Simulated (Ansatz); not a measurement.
# Ba (Im-3m): phonon-mediated transition temperature, part 2 of 2

Aim: the phonon-mediated transition temperature of Ba (Im-3m) at ambient pressure, over a range of μ*. The cell shown first is a relaxed one, from steps not shown here.

Ansatz 0.2.0; DFT PBE, scalar-relativistic, plane waves, PAW; PAW set soft_1.

So far, log mean phonon energy ħω_log (meV): step 2 (resistivity: q 4×4×4, k 12×12×12, scattering 16×16×16) 4.88; step 3 (k-mesh 16×16×16, scattering mesh 20×20×20) 4.87.

### Step 4. Coupling and resistivity: q 4×4×4, k 16×16×16, scattering 28×28×28

The next rung changes the scattering mesh, which samples the Fermi surface.

input.yaml reads:

```yaml
crystal:
  lattice:
    - [-2.5065, 2.5065, 2.5065]
    - [2.5065, -2.5065, 2.5065]
    - [2.5065, 2.5065, -2.5065]
  atoms:
    - { symbol: Ba, position: [0.0, 0.0, 0.0] }
kpoints:
  mp_grid: { grid: [16, 16, 16] }
hamiltonian:
  xc: pbe
  pseudopotentials: { kind: paw, azcp: { folder: soft_1 } }
scf:
  occupations: { method: methfessel_paxton, width: 0.2 }
output:
  eigenvalues: true
phonons:
  method: dfpt
  qmesh: [4, 4, 4]
  temperatures: { t_max: 1000, t_step: 50 }
  qpath:
    path:
      - [[0.0, 0.0, 0.0], [0.5, -0.5, 0.5], [0.0, 0.0, 0.5], [0.0, 0.0, 0.0], [0.25, 0.25, 0.25], [0.5, -0.5, 0.5]]
      - [[0.25, 0.25, 0.25], [0.0, 0.0, 0.5]]
    npoints: 6
  electrical_resistivity:
    mesh: [28, 28, 28]
    temperatures: [20.0, 50.0, 80.0, 100.0, 150.0, 200.0, 273.0, 300.0, 400.0, 500.0, 600.0, 800.0]
  superconductivity: { mesh: [28, 28, 28] }
```

Run with:

```console
ansatz run input.yaml --threads 16 --pin off --max-ram 92160MiB --backend cuda --events-out ev --progress --plain --runs-dir out --max-vram 78GiB
```

Numbers of over 12 decimals in the logs are rounded to 6 here.

What it wrote:

```text
[...]
Crystal: 1 atoms, lattice volume = 62.989 Å³
Basis set: ecut = 420 eV, 1253 PW (Γ), exchange–correlation on 60×60×60 points (8 copies of the dense FFT grid, shifted against one another)
Bands: 9, of which v1, the nominal top of the filled ones, is band 5 counted from 1 (4 counted from 0)
Symmetry: 48 space group operations
k-points: 145 of 4096
[...]
SCF iter   1: F=—  HF=-5949.693129 eV  |F-HF|=—  |Δ(HF+E_count)|=         —  Δρ=4.89e-3  dr2=1.06e-2  ethr=3.10e-3  ⟨swp⟩=7.1  Hψ=11635  notcnv=0
[...]
SCF iter   2: F=—  HF=-5949.696576 eV  |F-HF|=—  |Δ(HF+E_count)|=   3.45e-3  S|Δr|=    0.00e0  Δρ=2.93e-3  dr2=4.38e-3  ethr=1.06e-4  ⟨swp⟩=1.0  Hψ=2465  notcnv=0
[...]
SCF iter   9: F=-5949.699858 eV  HF=-5949.699858 eV  |F-HF|=9.09e-13  |Δ(HF+E_count)|=  2.00e-11  S|Δr|=    0.00e0  Δρ=2.08e-8  dr2=1.74e-13  ethr=1.00e-12  ⟨swp⟩=5.8  Hψ=6805  notcnv=0
SCF 1 converged in 9 iterations: F = -5949.699858 eV  dr2 = 1.74e-13
[...]
SCF iter   1: F=—  HF=-5949.693129 eV  |F-HF|=—  |Δ(HF+E_count)|=         —  Δρ=4.89e-3  dr2=1.06e-2  ethr=3.10e-3  ⟨swp⟩=7.1  Hψ=11635  notcnv=0
[...]
SCF iter   4: F=—  HF=-5949.699861 eV  |F-HF|=—  |Δ(HF+E_count)|=   1.34e-4  S|Δr|=    0.00e0  Δρ=7.58e-5  dr2=5.64e-6  ethr=1.94e-6  ⟨swp⟩=2.9  Hψ=2143  notcnv=0
[...]
SCF 2 converged in 9 iterations: F = -5949.699858 eV  dr2 = 1.72e-13
[...]
SCF converged after 9 iterations
[...]
not converged in the mesh (λ_tr; the resistivity at 20 K by 4.32 %; the resistivity at 50 K by 2.65 %; the resistivity at 80 K by 2.31 %; the resistivity at 100 K by 2.17 %): between neighbouring meshes, the two finest first, λ moves by 0.42 % and 10.04 %, λ_tr by 1.07 % and 8.50 % and the resistivity by up to 4.32 % and 5.31 %; an estimate, no bound, puts it up to 9.3e-7 % above the Boltzmann equation's exact value after up to 5 iterations (at most 30 are made, fewer where the estimate is under 1.0e-6 % of each spin channel's own resistivity)
  vibrations of 64 cells: unjudged by the run; compare a larger repeat
[...]
--- Superconductivity: potentials and phonons of a 4×4×4 supercell ---
           mesh         λ    ħω_log (meV)  μ* declared at (meV)
       28×28×28    0.2295           4.880                5.627
       14×14×14    0.2304           4.826                5.572
          7×7×7    0.2073           4.719                5.436
  λ by the species' shares of the modes' patterns: Ba 0.2295
[...]
0.08      0.004         0.005    none_found    none_found    none_found    none_found     none_found
      0.10      0.001         0.001    none_found    none_found    none_found    none_found     none_found
      0.12      0.000         0.000    none_found    none_found    none_found    none_found     none_found
      0.13      0.000         0.000    none_found    none_found    none_found    none_found     none_found
      0.14      0.000         0.000    none_found    none_found    none_found    none_found     none_found
      0.16      0.000         0.000    none_found    none_found    none_found    none_found     none_found
      0.20      0.000         0.000    none_found    none_found    none_found    none_found     none_found
  none_found: no transition down to 0.1 K
[...]
converged in the mesh: between neighbouring meshes, the two finest first, λ moves by 0.42 % and 10.04 % and the anisotropic transition temperature over the full bandwidth at μ* = 0.13 by nothing (neither mesh has one) and nothing (neither mesh has one); converged means that the two finest part by at most 2.00 % and 5.00 %
  vibrations of 64 cells: unjudged by the run; compare a larger repeat
[...]
```

Elapsed: 66 s, on 1 × NVIDIA GB200 with 16 threads of Arm Neoverse V2, shared host; peak memory 6.8 GiB.

This step gave:

* resistivity at 300 K: 29.36 μΩ cm
* coupling constant λ: 0.2295
* density of states at the Fermi level: 0.5924 states/eV a spin and cell
* log mean phonon energy ħω_log: 4.88 meV
* transport coupling constant λ_tr: 0.2111, 0.2111, 0.2111 (xx, yy, zz)
* Drude plasma energy: 2.79, 2.79, 2.79 eV (xx, yy, zz)
* resistivity times mean free path: 25.5, 25.5, 25.5 × 10⁻¹⁶ Ω m² (xx, yy, zz)
* second-moment phonon energy ħω₂: 5.627 meV
* coupling λ by branch: 0.135, 0.0529, 0.0412 (branches by rank of frequency)

An empty cell: under 1 mK by a formula, or no transition down to the floor of the Eliashberg search. Transition temperatures:

```csv
μ*,McMillan Tc (K),Allen–Dynes Tc (K)
0.08,0.00449,0.00453
0.1,-,-
0.12,-,-
0.13,-,-
0.14,-,-
0.16,-,-
0.2,-,-
```

The Eliashberg function α²F by phonon energy; read off at these points:

```csv
phonon energy (meV),α²F,α²F tr
0.250,0,0
0.500,2.4e-4,3.6e-5
0.750,7.3e-4,1.8e-4
1.000,0.00174,5.2e-4
1.250,0.00259,0.00103
1.500,0.00363,0.00161
1.750,0.00515,0.00245
2.000,0.00704,0.00357
2.250,0.00936,0.00501
2.500,0.0130,0.00742
2.750,0.0193,0.0122
3.000,0.0661,0.0372
3.250,0.0903,0.0583
3.500,0.0927,0.0712
3.750,0.0933,0.0832
4.000,0.0971,0.0938
4.250,0.104,0.102
4.500,0.107,0.104
4.750,0.106,0.0991
5.000,0.109,0.0923
5.250,0.0772,0.0788
5.500,0.0672,0.0724
5.750,0.0622,0.0681
6.000,0.0626,0.0700
6.250,0.0746,0.0834
6.500,0.120,0.122
6.750,0.147,0.170
6.892,0.161,0.174
7.000,0.130,0.132
7.250,0.0959,0.0895
7.500,0.0863,0.0735
7.750,0.0790,0.0670
8.000,0.0812,0.0795
8.250,0.0931,0.103
8.500,0.142,0.165
8.569,0.183,0.215
8.750,0.103,0.118
9.000,0.0598,0.0673
9.250,0.0226,0.0216
```

Between step 3 and this run (scattering mesh 28×28×28) the value for the log mean phonon energy ħω_log moves from 4.87 meV to 4.88 meV.

### Step 5. What came out

```
meshes                        : q 4×4×4, k 16×16×16, scattering 28×28×28
coupling constant λ           : 0.230
log mean phonon energy ħω_log : 4.88 meV
```

In words: In the last run (PBE, q 4×4×4, k 16×16×16, scattering 28×28×28), with λ = 0.23 and ħω_log = 4.88 meV, Tc at μ* = 0.13 is under 1 mK by the formulas. Wikipedia's list of superconducting elements holds no transition of Ba at normal pressure, in line with the calculation. In that run Allen and Dynes's formula gives no transition above 0.05 K at μ* = 0.10 or more. The run's transport test calls it not converged in the mesh. Over the runs, λ takes the values 0.238, 0.229 and 0.230, in the order shown. μ* is a typed number, phonons are harmonic, and spin fluctuations are left out; with λ this near or under μ*(1 + 0.62 λ), the formulas give Tc only to its order of magnitude, or none.

[Logs are printed without paths, hosts, clocks, repeated set-up lines and the standing remarks that a program may print on its own settings, such as how far it seeks lower states.]

[Hosts, paths, dates, database ids (printed as entryN), source tags and the programs' standing remarks are cut or masked in the printed files.]
